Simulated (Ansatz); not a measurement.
# PbO (model cell, started as layered BN type): following an unstable mode, part 3 of 3

Aim: this structure of PbO (model cell, started as layered BN type) is to be tested for unstable modes, and one is followed downhill.

Ansatz 0.2.0; DFT PBEsol, scalar-relativistic, plane waves, PAW.

So far. Step 5 (Energy along the mode, all amplitudes (two of the runs …): The lowest of the steps tried is at 0.32 Å, 41.0 meV/atom below the parent; the bottom of the well need not coincide with a step. Step 7 (The new phase in its own primitive cell): The largest force component left is 0.30 meV/Å and the pressure is 0.003 GPa, within the tolerances set. The cell now holds 22.04 Å³/atom. The relaxed cell has a = 3.998, c = 6.369 Å (conventional setting).

The structure was built from a prototype and need not be the compound's stable phase.

## (8) Modes of the new phase, k-mesh 9×9×4

A relaxed structure may still be a saddle point, so its zone-centre modes are computed. The response to a homogeneous field gives the Born charges and the dielectric tensor, and its change with displacement the Raman tensors.

input.yaml reads:

```yaml
crystal:
  lattice:
    - [3.9979975497, 0.0, 0.0]
    - [-1.9989987749, 3.4623674423, 0.0]
    - [0.0, 0.0, 6.3687180539]
  atoms:
    - { symbol: Pb, position: [0.3333333333, 0.6666666667, 0.2230271325] }
    - { symbol: Pb, position: [0.6666666667, 0.3333333333, 0.7769728675] }
    - { symbol: O, position: [0.6666666667, 0.3333333333, 0.1301430359] }
    - { symbol: O, position: [0.3333333333, 0.6666666667, 0.8698569641] }
kpoints:
  mp_grid: { grid: [9, 9, 4] }
hamiltonian:
  xc: pbesol
scf:
  occupations: { method: fixed }
output:
  eigenvalues: true
phonons:
  method: dfpt
  dielectric: true
  rigid_motions: translations
  raman: true
```

Run with:

```
$ ansatz run input.yaml --threads 4 --pin off --max-ram 7168MiB --backend cpu --events-out ev --progress --plain --runs-dir out
```

Numbers of over 12 decimals in the logs are rounded to 6 here.

Log:

```text
[...]
Crystal: 4 atoms, lattice volume = 88.159 Å³
Basis set: ecut = 420 eV, 1725 PW (Γ), exchange–correlation on 54×54×90 points (8 copies of the dense FFT grid, shifted against one another)
Bands: 24, of which v1, the nominal top of the filled ones, is band 20 counted from 1 (19 counted from 0)
Symmetry: 12 space group operations
k-points: 95 of 324 (irreducible under 2 space group operations, time reversal used)
[...]
SCF iter   1: F=—  HF=-24630.626454 eV  |F-HF|=—  |Δ(HF+E_count)|=         —  Δρ=1.22e-2  dr2=1.16e-1  ethr=1.77e-3  ⟨swp⟩=5.0  Hψ=8634  notcnv=0  defer=185
[...]
SCF iter  10: F=-24630.603073 eV  HF=-24630.603073 eV  |F-HF|=2.18e-11  |Δ(HF+E_count)|=  2.40e-10  Δρ=9.92e-8  dr2=1.47e-11  ethr=1.00e-12  ⟨swp⟩=9.1  Hψ=14317  notcnv=0
SCF 1 converged in 10 iterations: F = -24630.603073 eV  dr2 = 1.47e-11
[...]
NSCF: frozen V_eff on 4 k-points
[...]
Bands: 21, of which v1, the nominal top of the filled ones, is band 20 counted from 1 (19 counted from 0)
k-points: 165
[...]
Eigensolver: Dense (165 Hₖ)
SCF iter   1: F=—  HF=-24630.596501 eV  |F-HF|=—  |Δ(HF+E_count)|=         —  Δρ=3.36e-4  dr2=1.90e-5  ethr=1.00e-1
[...]
SCF iter   6: F=-24630.596504 eV  HF=-24630.596504 eV  |F-HF|=4.73e-11  |Δ(HF+E_count)|=  3.17e-10  Δρ=1.81e-7  dr2=3.43e-11  ethr=1.00e-12
SCF 1 converged in 6 iterations: F = -24630.596504 eV  dr2 = 3.43e-11
[...]
SCF converged after 10 iterations
Free energy (F): -24630.603073 eV
[...]
Internal energy: -24630.603073 eV  (E = F + TS)
E sigma→0 (E₀):  -24630.603073 eV
Fermi energy:    6.923932 eV
[...]
--- Band table (eV; the first three rows and the last of 95) ---
  k-point 0: bands = [... 16 lower, 4.1766, 5.2759, 5.2759, 6.9239, 10.0740, 12.4765, 12.4765, 13.3504]
  k-point 1: bands = [... 16 lower, 4.1882, 5.2698, 5.2698, 6.6381, 9.7517, 12.3420, 12.3420, 12.9332]
  k-point 2: bands = [... 16 lower, 4.2005, 5.2639, 5.2639, 6.1836, 9.5370, 12.2284, 12.2284, 12.6570]
  k-point 94: bands = [... 16 lower, 4.4389, 4.8839, 5.9648, 6.6612, 9.6967, 9.6988, 11.3850, 12.2696]
[...]
ASR residual: 4.614e-5 → 0.000e0 eV/Å²; symmetrization residual: 7.001e-6 eV/Å²
  ASR residual per site (eV/Å²): 3.94e-5 3.94e-5 4.61e-5 4.61e-5
[...]
ε∞ (high-frequency dielectric tensor):
        5.674264    -0.000000    -0.000000
       -0.000000     5.674264    -0.000000
       -0.000000    -0.000000     5.503657
  ε⁰ (static dielectric tensor: ions relaxed, cell fixed):
       12.366333    -0.000000    -0.000000
       -0.000000    12.366333    -0.000000
       -0.000000    -0.000000     7.599439
  ε⁰ − ε∞ (ionic part):
        6.692069    -0.000000    -0.000000
       -0.000000     6.692069    -0.000000
       -0.000000    -0.000000     2.095782
[...]
Born effective charges Z* (e; rows j = field, columns β = displacement):
    site 0:
         2.53837   -0.00000   -0.00000
        -0.00000    2.53837   -0.00000
        -0.00000   -0.00000    2.16765
    site 1:
         2.53837   -0.00000   -0.00000
        -0.00000    2.53837   -0.00000
        -0.00000   -0.00000    2.16765
    site 2:
        -2.53837    0.00000    0.00000
         0.00000   -2.53837    0.00000
         0.00000    0.00000   -2.16765
    site 3:
        -2.53837    0.00000    0.00000
         0.00000   -2.53837    0.00000
         0.00000    0.00000   -2.16765
  Z* charge neutrality: 4.641e-3 e pre-enforcement
[...]
optical modes at Γ without the LO–TO term, one row a degenerate level:
      ω (cm⁻¹)  modes    IR ((D/Å)²/amu)  static Raman (Å⁴/amu)  depolarisation
         70.32      2             0.0000                14.8001           0.750
        131.60      1             0.0000               194.7566           0.043
        269.01      2            40.0352                 0.0000               —
        332.52      2             0.0000               240.2470           0.750
        393.23      1             0.0000               191.2955           0.099
        410.50      1            14.5976                 0.0000               —
  optical modes at Γ + LO–TO along q̂ = [1.0000, 0.0000, 0.0000]:
      ω (cm⁻¹)  modes    IR ((D/Å)²/amu)  static Raman (Å⁴/amu)  depolarisation
         70.32      2             0.0000                14.8001           0.750
        131.60      1             0.0000               194.7566           0.043
        269.01      1            20.0176                 0.0000               —
        332.52      2             0.0000               240.2470           0.750
        393.23      1             0.0000               191.2955           0.099
        397.13      1            20.0176                 0.0000               —
        410.50      1            14.5976                 0.0000               —
  optical modes at Γ + LO–TO along q̂ = [0.0000, 1.0000, 0.0000]:
      ω (cm⁻¹)  modes    IR ((D/Å)²/amu)  static Raman (Å⁴/amu)  depolarisation
         70.32      2             0.0000                14.8001           0.750
        131.60      1             0.0000               194.7566           0.043
        269.01      1            20.0176                 0.0000               —
        332.52      2             0.0000               240.2470           0.750
        393.23      1             0.0000               191.2955           0.099
        397.13      1            20.0176                 0.0000               —
        410.50      1            14.5976                 0.0000               —
  optical modes at Γ + LO–TO along q̂ = [0.0000, 0.0000, 1.0000]:
      ω (cm⁻¹)  modes    IR ((D/Å)²/amu)  static Raman (Å⁴/amu)  depolarisation
         70.32      2             0.0000                14.8001           0.750
        131.60      1             0.0000               194.7566           0.043
        269.01      2            40.0352                 0.0000               —
        332.52      2             0.0000               240.2470           0.750
        393.23      1             0.0000               191.2955           0.099
        482.37      1            14.5976                 0.0000               —
```

The job ended after 19 min (4 threads of Arm Neoverse N1, shared host; peak memory 2.6 GiB).

Numbers from this step:

| Quantity | Value |
| --- | --- |
| sum-rule residual before enforcement | 4.61e-5 eV/Å² |
| miss of the charge sum rule | 0.004641 e |
| estimated error of the dielectric tensor | 0.01755 |
| estimated error of the Born charges | 0.01733 e |
| point group | -3m |
| highest optical mode at the zone centre (no LO-TO term) | 410.5 cm⁻¹ |
| lowest optical zone-centre mode | 70.32 cm⁻¹ |
| mean high-frequency dielectric constant | 5.617 |
| largest Born charge (third of the trace) | 2.415 e |
| mean static dielectric constant | 10.78 |
| top of the zone-centre spectrum with the field | 482.4 cm⁻¹ |

Without the LO-TO term. Patterns of degenerate modes are one choice out of their space. Modes at Γ, with each element's share of the kinetic energy:

| mode | frequency (cm⁻¹) | symmetry | Pb % | O % |
| --- | --- | --- | --- | --- |
| 1 | 0.0 | acoustic | 93 | 7 |
| 2 | 0.0 | acoustic | 93 | 7 |
| 3 | 0.0 | acoustic | 93 | 7 |
| 4 | 70.3 | Eg | 99 | 1 |
| 5 | 70.3 | Eg | 99 | 1 |
| 6 | 131.6 | A1g | 100 | 0 |
| 7 | 269.0 | Eu | 7 | 93 |
| 8 | 269.0 | Eu | 7 | 93 |
| 9 | 332.5 | Eg | 1 | 99 |
| 10 | 332.5 | Eg | 1 | 99 |
| 11 | 393.2 | A1g | 0 | 100 |
| 12 | 410.5 | A2u | 7 | 93 |

Displacements in mode 5 (70.3 cm⁻¹), the largest set to 1:
```
Pb1 -1.00  0.05  0.00
Pb2  1.00 -0.05  0.00
O3  -0.43  0.02  0.00
O4   0.43 -0.02  0.00
```

Displacements in mode 9 (332.5 cm⁻¹), the largest set to 1:
```
Pb1  0.03  0.01  0.00
Pb2 -0.03 -0.01  0.00
O3  -1.00 -0.21  0.00
O4   1.00  0.21  0.00
```

Optical modes at the zone centre, without and with the macroscopic field of the longitudinal modes; each column is sorted by frequency, so a row need not hold one and the same mode. Modes with and without the field, by row:

| rank among optical modes | no field (cm⁻¹) | q along (1, 0, 0) (cm⁻¹) | q along (0, 0, 1) (cm⁻¹) |
| --- | --- | --- | --- |
| 1 | 70.3 | 70.3 | 70.3 |
| 2 | 70.3 | 70.3 | 70.3 |
| 3 | 131.6 | 131.6 | 131.6 |
| 4 | 269 | 269 | 269 |
| 5 | 269 | 332.5 | 269 |
| 6 | 332.5 | 332.5 | 332.5 |
| 7 | 332.5 | 393.2 | 332.5 |
| 8 | 393.2 | 397.1 | 393.2 |
| 9 | 410.5 | 410.5 | 482.4 |

Born charge (rows field, columns displacement) (e), principal values of the symmetric part by kind of site:

| atom | atoms with these values | low | middle | high | mean |
| --- | --- | --- | --- | --- | --- |
| Pb1 | 2 | 2.17 | 2.54 | 2.54 | 2.41 |
| O3 | 2 | -2.54 | -2.54 | -2.17 | -2.41 |

In full for Pb1:

```
2.54 0.00 0.00
0.00 2.54 0.00
0.00 0.00 2.17
```

High-frequency dielectric tensor:

```
5.67 0.00 0.00
0.00 5.67 0.00
0.00 0.00 5.50
```

Static dielectric tensor (ions relaxed, fixed cell):

```
12.37  0.00  0.00
 0.00 12.37  0.00
 0.00  0.00  7.60
```

Transverse modes. Lines of the infrared spectrum (strongest = 100):

| position (cm⁻¹) | label | relative intensity |
| --- | --- | --- |
| 70 | Eg | 0.0 |
| 132 | A1g | 0.0 |
| 269 | Eu | 100 |
| 332 | Eg | 0.0 |
| 393 | A1g | 0.0 |
| 410 | A2u | 36 |

Activity x (w_L - w)^4 (n + 1)/w, 532 nm, 300 K; the tensors are static ones, while 532 nm light lies above the computed direct gap, where resonance would change the heights; modes without the macroscopic field alone. Lines of the Raman spectrum (strongest = 100):

| position (cm⁻¹) | label | relative intensity |
| --- | --- | --- |
| 70 | Eg | 24 |
| 132 | A1g | 100 |
| 269 | Eu | 0.0 |
| 332 | Eg | 27 |
| 393 | A1g | 17 |
| 410 | A2u | 0.0 |

Before it was imposed, the acoustic sum rule was missed by 4.6e-5 eV/Å² and the charge sum rule by 0.0046 e. Small misses are needed for a sound result but don't prove that mesh and cutoff are converged. The lowest optical mode is real, 70.3 cm⁻¹.

## (9) Outcome

```
unstable mode of the parent                                                      : q = (0, 0, 0), 206i cm⁻¹
depth at the lowest point sampled                                                : 41.0 meV/atom
largest atomic shift at that point                                               : 0.32 Å
space group reached (within 0.01 Å)                                              : P-3m1
energy gained over the parent (first relaxation, on the mesh of the frozen mode) : 128 meV/atom
volume per atom, phase reached                                                   : 22.0 Å³
gap on the k-mesh, phase reached                                                 : 1.39 eV
lowest optical zone-centre mode, phase reached                                   : 70.3 cm⁻¹
highest optical mode at the zone centre (no LO-TO term), phase reached           : 410 cm⁻¹
```

**Reading.** Along this mode the structure falls into P-3m1, 128 meV/atom below the parent. At the parent's cell the well is 41.02 meV/atom deep on the steps tried, with its lowest point at a shift of 0.32 Å. Relaxing atoms and cell changes the gain by +87.38 meV/atom against the lowest step (energies at zero smearing). Most of the total comes from this relaxation. The new phase has no imaginary mode at the zone centre of its cell; other wavevectors were not checked. Of the 2 patterns followed to their end from this parent, this one reaches the lowest energy. Each path keeps the symmetry of its pattern, so a lower phase may lie along a pattern not tried. With the field response the log warns that the k mesh is coarse for the force constants too, so the frequencies may not be converged. Spin-orbit coupling is left out, which can matter for the heavy elements here. The starting cell was built on a prototype and not taken from a measurement, so the phase need not exist.

[Logs are printed without paths, hosts, clocks, repeated set-up lines and the standing remarks that a program may print on its own settings, such as how far it seeks lower states.]

[Hosts, paths, dates, database ids (printed as entryN), source tags and the programs' standing remarks are cut or masked in the printed files.]
